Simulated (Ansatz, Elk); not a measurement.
**Bonding as seen by X-rays: Cr2Mo**

The structure of Cr2Mo used here is made up (a known structure type with other elements) and was relaxed beforehand with PBE. The aim is the Fourier transform of its all-electron density, F(hkl), set beside the sum over free spherical atoms that refinements use.

Main program and level: Elk 11.2.3 (patched build); DFT, PBE, all-electron APW+lo, Dirac cores, scalar-relativistic bands, static density, no spin.

The structure was built from a prototype and need not be the compound's stable phase.

### 1. Set-up

The structure is cubic, space group Fd-3m (No. 227). The conventional cell has a = 6.804 Å, b = 6.804 Å, c = 6.804 Å, α = 90.00°, β = 90.00°, γ = 90.00°. Nearest to Mo lie 12 Cr at 2.82 Å and 4 Mo at 2.95 Å. Cr has 6 Cr at 2.41 Å and 6 Mo at 2.82 Å nearest. Farther neighbours are not listed.

### 2. Ground state and structure factors

An all-electron density is needed, since X-rays see the cores too. Task 0 finds the density and task 195 Fourier-transforms it; tshift is off so that phases refer to the origin typed.

File elk.in:

```
tasks
  0
  195

xctype
  20

spinpol
  .false.

rgkmax
  7.0

gmaxvr
  14.0

lmaxo
  7

lmaxapw
  8

swidth
  0.002

tshift
  .false.

ramdisk
  .false.

hmaxvr
  5.5

maxscl
  120

epspot
  1e-06

sppath
  './'

avec
  -0.00000000000 6.42930079383 6.42930079383
  6.42930079383 -0.00000000000 6.42930079383
  6.42930079383 6.42930079383 -0.00000000000

atoms
  2
  'Mo.in'
  2
  0.5000000000 0.5000000000 0.5000000000   0.000000 0.000000 0.000000
  0.7500000000 0.7500000000 0.7500000000   0.000000 0.000000 0.000000
  'Cr.in'
  4
  0.6250000000 0.1250000000 0.1250000000   0.000000 0.000000 0.000000
  0.1250000000 0.1250000000 0.1250000000   0.000000 0.000000 0.000000
  0.1250000000 0.6250000000 0.1250000000   0.000000 0.000000 0.000000
  0.1250000000 0.1250000000 0.6250000000   0.000000 0.000000 0.000000

ngridk
  6 6 6
```

On the command line:

```bash
OMP_NUM_THREADS=4 elk
```

Numbers of over 12 decimals in the logs are rounded to 6 here.

Log:

```text
┌─────────────────────────┐
│ Elk code version 11.2.3 │
└─────────────────────────┘

All units are atomic (Hartree, Bohr, etc.)

┌─────────────────────────────────────────────────┐
│ Ground-state run starting from atomic densities │
└─────────────────────────────────────────────────┘

Lattice vectors :
  -0.000000000       6.429300794       6.429300794
   6.429300794      -0.000000000       6.429300794
   6.429300794       6.429300794      -0.000000000

Reciprocal lattice vectors :
 -0.4886367514      0.4886367514      0.4886367514
  0.4886367514     -0.4886367514      0.4886367514
  0.4886367514      0.4886367514     -0.4886367514

Unit cell volume      :    531.5219812
Brillouin zone volume :   0.4666791256

Muffin-tin inner radius fraction :   0.1000000000E-01

Nuclei treated as point charges

Species : 1 (Mo)
 parameters loaded from : Mo.in
 name : molybdenum
 nuclear charge    :   -42.00000000
 electronic charge :    42.00000000
 atomic mass :    174887.9214
 muffin-tin radius :    2.600000000
 number of radial points in muffin-tin :   1193
 inner part over the whole radius :   0.9897744308E-02
 number on inner part of muffin-tin    :    848
 approximate nuclear radius :   0.8334154960E-04
 number of mesh points to nuclear radius :    419
 atomic positions (lattice), magnetic fields (Cartesian) :
  1 :   0.50000000  0.50000000  0.50000000    0.00000000  0.00000000  0.00000000
  2 :  -0.25000000 -0.25000000 -0.25000000    0.00000000  0.00000000  0.00000000

Species : 2 (Cr)
 parameters loaded from : Cr.in
 name : chromium
 nuclear charge    :   -24.00000000
 electronic charge :    24.00000000
 atomic mass :    94783.09202
 muffin-tin radius :    2.248101095
 number of radial points in muffin-tin :    993
 inner part over the whole radius :   0.9894642979E-02
 number on inner part of muffin-tin    :    698
 approximate nuclear radius :   0.6987106690E-04
 number of mesh points to nuclear radius :    330
 atomic positions (lattice), magnetic fields (Cartesian) :
  1 :  -0.37500000  0.12500000  0.12500000    0.00000000  0.00000000  0.00000000
  2 :   0.12500000  0.12500000  0.12500000    0.00000000  0.00000000  0.00000000
  3 :   0.12500000 -0.37500000  0.12500000    0.00000000  0.00000000  0.00000000
  4 :   0.12500000  0.12500000 -0.37500000    0.00000000  0.00000000  0.00000000

Total number of atoms per unit cell :    6
Total muffin-tin volume :    337.6133022
 ratio of muffin-tin to unit cell volume :   0.6351822015

Spin treatment :
 spin-unpolarised

Number of Bravais lattice symmetries :   48
Number of crystal symmetries         :   48
Crystal has no inversion symmetry
Complex Hermitian eigensolver will be used

k-point grid :      6     6     6
k-point offset :    0.000000000       0.000000000       0.000000000
k-point set is reduced with full crystal symmetry group
Total number of k-points :       16

Muffin-tin radius times maximum |G+k| :    7.000000000
 using average radius
Maximum |G+k| for APW functions       :    2.959329433
Maximum (1/2)|G+k|²                   :    4.378815346
Maximum |G| for potential and density :    14.00000000
Constant for pseudocharge density :    9
 order of it for each species :   16  16
 order of it for pair densities of each species (exact exchange by exxq0 0: 17) :   12   8
Radial integration step length :    1

G-vector grid sizes :     42    42    42
Number of G-vectors :    24693

Maximum angular momentum used for
 APW functions            :    8
 outer part of muffin-tin :    7
 inner part of muffin-tin :    2

Total nuclear charge    :   -180.0000000
Total core charge       :    96.00000000
Total valence charge    :    84.00000000
Total excess charge     :    0.000000000
Total electronic charge :    180.0000000

Effective Wigner radius, rₛ :   0.8899932341

Number of empty states         :     24
Total number of valence states :     67
Total number of core states    :     96

Third-order local-orbitals added for an l without core states : T
Total number of local-orbitals :    128

[...]
electron-nuclear            :     -26035.893326118
 Hartree                     :      3380.7681793278
 Madelung                    :     -14816.201727909
 xc potential                :     -541.74733507737
 exchange                    :     -431.80084548811
 correlation                 :     -8.819352
 electron entropic           :    -0.37205093864069E-02
 total energy                :     -12303.801366739

Density of states at Fermi energy :    300.5338705
 (states/Hartree/unit cell)

Estimated indirect band gap :   0.8426066722E-03
 from k-point 5 to k-point 2
Estimated direct band gap   :   0.2537943596E-02
 at k-point 8

Charges :
 core                        :    96.00000000
 valence                     :    84.00000000
 interstitial                :    9.914802910
 muffin-tins (core leakage)
  species : 1 (Mo)
[...]
species : 2 (Cr)
[...]
total in muffin-tins        :    170.0851971
 total calculated charge     :    179.9996198
 total charge                :    180.0000000
 error                       :   0.3802085809E-03

RMS change in Kohn-Sham potential (target) :   0.3170528502     (  0.1000000000E-05)
Absolute change in total energy (target)   :   0.3576239333E-01 (  0.1000000000E-03)

[... loops 3 to 16 left out ...]

┌──────────────────┐
│ Loop number : 17 │
└──────────────────┘

Energies :
 Fermi                       :     0.412033
 sum of occupied eigenvalues :     -7249.1979544206
 electron kinetic            :      12648.715032968
 core electron kinetic       :      12055.285054658
 Coulomb                     :     -24508.422024231
 Coulomb potential           :     -19321.761991974
 nuclear-nuclear             :     -1829.2519412487
 electron-nuclear            :     -26099.796228873
 Hartree                     :      3420.6261458906
 Madelung                    :     -14847.541028244
 xc potential                :     -576.15099541524
 exchange                    :     -434.18034993111
 correlation                 :     -8.798760
 electron entropic           :    -0.36250772230540E-02
 total energy                :     -12302.689726119

Density of states at Fermi energy :    285.7098534
 (states/Hartree/unit cell)

Estimated indirect band gap :   0.3103093432E-03
 from k-point 6 to k-point 4
Estimated direct band gap   :   0.5385987132E-02
 at k-point 3

Charges :
 core                        :    96.00000000
 valence                     :    84.00000000
 interstitial                :    8.397027068
 muffin-tins (core leakage)
  species : 1 (Mo)
[...]
species : 2 (Cr)
[...]
total in muffin-tins        :    171.6029729
 total calculated charge     :    179.9996967
 total charge                :    180.0000000
 error                       :   0.3033212950E-03

RMS change in Kohn-Sham potential (target) :   0.3102215220E-06 (  0.1000000000E-05)
Absolute change in total energy (target)   :   0.8509011604E-04 (  0.1000000000E-03)

Convergence targets achieved

┌──────────────────┐
│ Loop number : 18 │
└──────────────────┘

Energies :
 Fermi                       :     0.412033
 sum of occupied eigenvalues :     -7249.1979668192
 electron kinetic            :      12648.715022715
 core electron kinetic       :      12055.285046635
 Coulomb                     :     -24508.422021669
 Coulomb potential           :     -19321.761995468
 nuclear-nuclear             :     -1829.2519412487
 electron-nuclear            :     -26099.796225243
 Hartree                     :      3420.6261448234
 Madelung                    :     -14847.541023935
 xc potential                :     -576.15099406683
 exchange                    :     -434.18034992412
 correlation                 :     -8.798760
 electron entropic           :    -0.36250774116226E-02
 total energy                :     -12302.689733740

Density of states at Fermi energy :    285.7098726
 (states/Hartree/unit cell)

Estimated indirect band gap :   0.3102958466E-03
 from k-point 6 to k-point 4
Estimated direct band gap   :   0.5385984474E-02
 at k-point 3

Charges :
 core                        :    96.00000000
 valence                     :    84.00000000
 interstitial                :    8.397025862
 muffin-tins (core leakage)
  species : 1 (Mo)
[...]
species : 2 (Cr)
[...]
atom 2                    :    22.65284443     ( -0.2196470987E-06)
   atom 3                    :    22.65284443     ( -0.2196470987E-06)
   atom 4                    :    22.65284443     ( -0.2196470987E-06)
 total in muffin-tins        :    171.6029741
 total calculated charge     :    179.9996967
 total charge                :    180.0000000
 error                       :   0.3033213457E-03

┌──────────────────────────────┐
│ Self-consistent loop stopped │
└──────────────────────────────┘

Wrote STATE.OUT
```

The job ended after 35 s (4 threads of Arm Neoverse V1, shared host; peak memory 0.23 GiB).

SFACRHO.OUT:

```text

h k l indices transformed by vhmat matrix:
   1.000000000       0.000000000       0.000000000    
   0.000000000       1.000000000       0.000000000    
   0.000000000       0.000000000       1.000000000    

      h      k      l  multipl.   |H|            Re(F)            Im(F)           |F|

      0      0      0      1   0.0000000       180.00000      0.83418116E-17   180.00000    
      0      1      0      4  0.84634368      -7.7118595      -7.7118595       10.906216    
      0      0     -1      4  0.84634368      -7.7118595       7.7118595       10.906216    
      0     -1     -1      6  0.97727350      0.86980640E-14  0.73763493E-14  0.11404685E-13
      2      1      1     12   1.3820734       65.033375     -0.41996731E-14   65.033375    
      0     -1     -2     12   1.6206248      -53.866433      -53.866433       76.178640    
     -1     -1      1     12   1.6206248      -53.866433       53.866433       76.178640    
     -2      0      0      4   1.6926874     -0.10554564E-13  -64.190981       64.190981    
      0      0      2      4   1.6926874     -0.33278992E-14   64.190981       64.190981    
      0      2      2      6   1.9545470      -2.3615371     -0.13513015E-13   2.3615371    
     -1      2      0     12   2.1299182      -7.4864562      -7.4864562       10.587448    
      0      1     -2     12   2.1299182      -7.4864562       7.4864562       10.587448    
     -1     -2     -3     24   2.1852500     -0.40635991E-15  0.29505397E-13  0.29508195E-13
      2      3      3     12   2.3938214       52.135911     -0.25407489E-13   52.135911    
     -3     -2     -3     12   2.3938214       52.135911      0.13732645E-13   52.135911    
      3      1      3     12   2.5390310      -43.248592       43.248592       61.162745    
      3      0      2     12   2.5390310      -43.248592      -43.248592       61.162745    
      0      3      0      4   2.5390310      -43.399181       43.399181       61.375710
```

Elk indexes on the primitive cell of elk.in and gives |H| = 4π sin θ/λ in inverse bohr. Below, one row stands for each form hkl of the conventional cell (m members, Friedel mates merged), F is for one primitive cell and the density is static (no thermal factor). Free-atom factors are Waasmaier and Kirfel's, and R is Σm||F|−|F'||/Σm|F|.

```
hkl   m  sin θ/λ (Å⁻¹)  abs F, DFT  neutral atoms   diff.  abs of complex diff.
111   8          0.127      10.906         10.899  +0.008                 0.008
200   6          0.147       0.000          0.000  +0.000                 0.000
220  12          0.208      65.033         65.552  -0.519                 0.519
311  24          0.244      76.179         77.373  -1.195                 1.195
222   8          0.255      64.191         65.642  -1.451                 1.451
400   6          0.294       2.361          3.235  -0.873                 0.873
331  24          0.320      10.588         10.263  +0.324                 0.324
420  24          0.329       0.000          0.000  +0.000                 0.000
422  24          0.360      52.136         51.995  +0.141                 0.141
511  24          0.382      61.163         61.007  +0.156                 0.156
333   8          0.382      61.376         61.007  +0.369                 0.369
440  12          0.416      96.130         95.650  +0.480                 0.480
531  48          0.435      10.459         10.377  +0.081                 0.081
442  24          0.441       0.022          0.000  +0.022                 0.022
```

### 3. The highest occupied states alone

An energy window below the Fermi level keeps the highest occupied states, to see at which angles they scatter; shallow core shells can lie inside it and anion s states outside. No new self-consistency is needed.

elk.in, as its differences from that of step 2:

```diff
@@ -1,3 +1,2 @@
 tasks
-  0
   195
@@ -40,2 +39,5 @@
 
+wsfac
+  0.044540 0.712030
+
 sppath
```

On the command line:

```bash
OMP_NUM_THREADS=4 elk
```

Log:

```text
┌─────────────────────────────────┐
│ Elk code version 11.2.3 started │
└─────────────────────────────────┘

Info(readinput): the functional depends on the density's gradient
 muffin-tin radial points multiplied by    2.00000
 (not where nrmtscf is given)

┌────────────────────┐
│ Current task : 195 │
└────────────────────┘
Info(checkmt): changed muffin-tin radius of species 2 (Cr) from   2.4000 to   2.2481

Info(sfacrho): density structure factors written to SFACRHO.OUT

 Energy window :   0.4454000000E-01  0.7120300000

┌──────────────────┐
│ Elk code stopped │
└──────────────────┘
```

Wall time 10 s (4 threads); peak memory 0.16 GiB; 13 s of CPU time.

States within 10 eV below the Fermi level hold 36.00 electrons; any levels below the window count with the cores. Their amplitudes can exceed the total, where window and core parts have opposite phase:

```
hkl  sin θ/λ (Å⁻¹)  abs F, window  abs F, all
111          0.127          3.341      10.906
200          0.147          0.000       0.000
220          0.208          2.133      65.033
311          0.244          4.054      76.179
222          0.255          6.085      64.191
400          0.294          4.204       2.361
331          0.320          1.827      10.588
420          0.329          0.000       0.000
422          0.360          0.217      52.136
511          0.382          1.725      61.163
```

### 4. Another functional

The difference from free atoms is small, so it is set against the change that PBEsol makes.

elk.in, as its differences from that of step 3:

```diff
@@ -1,2 +1,3 @@
 tasks
+  0
   195
@@ -4,3 +5,3 @@
 xctype
-  20
+  22
 
@@ -39,5 +40,2 @@
 
-wsfac
-  0.044540 0.712030
-
 sppath
```

On the command line:

```bash
OMP_NUM_THREADS=4 elk
```

Log:

```text
┌─────────────────────────┐
│ Elk code version 11.2.3 │
└─────────────────────────┘

All units are atomic (Hartree, Bohr, etc.)

┌─────────────────────────────────────────────────┐
│ Ground-state run starting from atomic densities │
└─────────────────────────────────────────────────┘

Lattice vectors :
  -0.000000000       6.429300794       6.429300794
   6.429300794      -0.000000000       6.429300794
   6.429300794       6.429300794      -0.000000000

Reciprocal lattice vectors :
 -0.4886367514      0.4886367514      0.4886367514
[...]
valence                     :    84.00000000
 interstitial                :    8.398887605
 muffin-tins (core leakage)
  species : 1 (Mo)
[...]
species : 2 (Cr)
[...]
atom 3                    :    22.65315715     ( -0.2196445497E-06)
   atom 4                    :    22.65315715     ( -0.2196445497E-06)
 total in muffin-tins        :    171.6011124
 total calculated charge     :    179.9996984
 total charge                :    180.0000000
 error                       :   0.3016455050E-03

┌──────────────────────────────┐
│ Self-consistent loop stopped │
└──────────────────────────────┘

Wrote STATE.OUT
[key lines of the parts left out:]
total energy                :     -12294.188268165
```

Run time: 37 s. Hardware: 4 threads; peak memory 0.23 GiB.

Against the first run R = 0.02 %; the largest change is -0.032 at 222.

### 5. Basis size

A smaller basis shows how fast F responds to it; the change is likely larger than the basis error of the first run, but doesn't show convergence.

elk.in, as its differences from that of step 4:

```diff
@@ -5,3 +5,3 @@
 xctype
-  22
+  20
 
@@ -11,3 +11,3 @@
 rgkmax
-  7.0
+  5.5
```

On the command line:

```bash
OMP_NUM_THREADS=4 elk
```

Log:

```text
┌─────────────────────────┐
│ Elk code version 11.2.3 │
└─────────────────────────┘

All units are atomic (Hartree, Bohr, etc.)

┌─────────────────────────────────────────────────┐
│ Ground-state run starting from atomic densities │
└─────────────────────────────────────────────────┘

Lattice vectors :
  -0.000000000       6.429300794       6.429300794
   6.429300794      -0.000000000       6.429300794
   6.429300794       6.429300794      -0.000000000

Reciprocal lattice vectors :
 -0.4886367514      0.4886367514      0.4886367514
[...]
valence                     :    84.00000000
 interstitial                :    8.770272921
 muffin-tins (core leakage)
  species : 1 (Mo)
[...]
species : 2 (Cr)
[...]
atom 3                    :    22.58716374     ( -0.2196461359E-06)
   atom 4                    :    22.58716374     ( -0.2196461359E-06)
 total in muffin-tins        :    171.2297271
 total calculated charge     :    179.9993599
 total charge                :    180.0000000
 error                       :   0.6401033149E-03

┌──────────────────────────────┐
│ Self-consistent loop stopped │
└──────────────────────────────┘

Wrote STATE.OUT
[key lines of the parts left out:]
total energy                :     -12302.434604516
```

Run time: 31 s. Hardware: 4 threads; peak memory 0.21 GiB.

Against the first run R = 0.06 %; the largest change is +0.147 at 440.

### 6. Settings against the effect

```
          run  R against the first run (%)  R against neutral atoms, low angle (%)  wall time
PBE, rgkmax 7                         0.00                                    1.61       35 s
       PBEsol                         0.02                                    1.64       37 s
   rgkmax 5.5                         0.06                                    1.70       31 s
```

### 7. What came out

| Item | Value |
| --- | --- |
| R against neutral atoms, sin θ/λ < 0.3 Å⁻¹ | 1.61 % |
| R against neutral atoms, 0.3 to 0.81 Å⁻¹ | 0.45 % |

In words: Independent neutral atoms miss the calculated amplitudes by R = 1.61 % below 0.3 Å⁻¹ and 0.45 % from there to 0.81 Å⁻¹; by shells, 0.07 % below 0.15 Å⁻¹ (1 form), 1.65 % 0.15 to 0.3 (4 forms), 0.55 % 0.3 to 0.45 (7 forms), 0.43 % above 0.45 (38 forms). Bonding, aspherical density and the tables' own atoms all enter these figures, and the runs don't part them. The largest change of an amplitude is -1.45 electrons, at 222. Weak lines can change much in proportion: 400 goes from 3.23 to 2.36. The window's part falls from 36.0 electrons at the origin to at most 1.63 between 0.45 and 0.81 Å⁻¹, where compact states inside the window still scatter. Below 0.3 Å⁻¹ the changes that finished (PBEsol and rgkmax 5.5) move F by R = 0.09 % at most, against the 1.61 % that separates it from free atoms. The k-mesh has no finished test. These runs have no spin, though d or f shells may be open. Part of the difference isn't bonding: the tables are fits to free atoms and ions calculated by other methods than this functional. Thermal motion, anomalous dispersion and extinction are left out.

[Logs are printed without paths, hosts, clocks, repeated set-up lines and the standing remarks that a program may print on its own settings, such as how far it seeks lower states.]

[Hosts, paths, dates, database ids (printed as entryN), source tags and the programs' standing remarks are cut or masked in the printed files.]
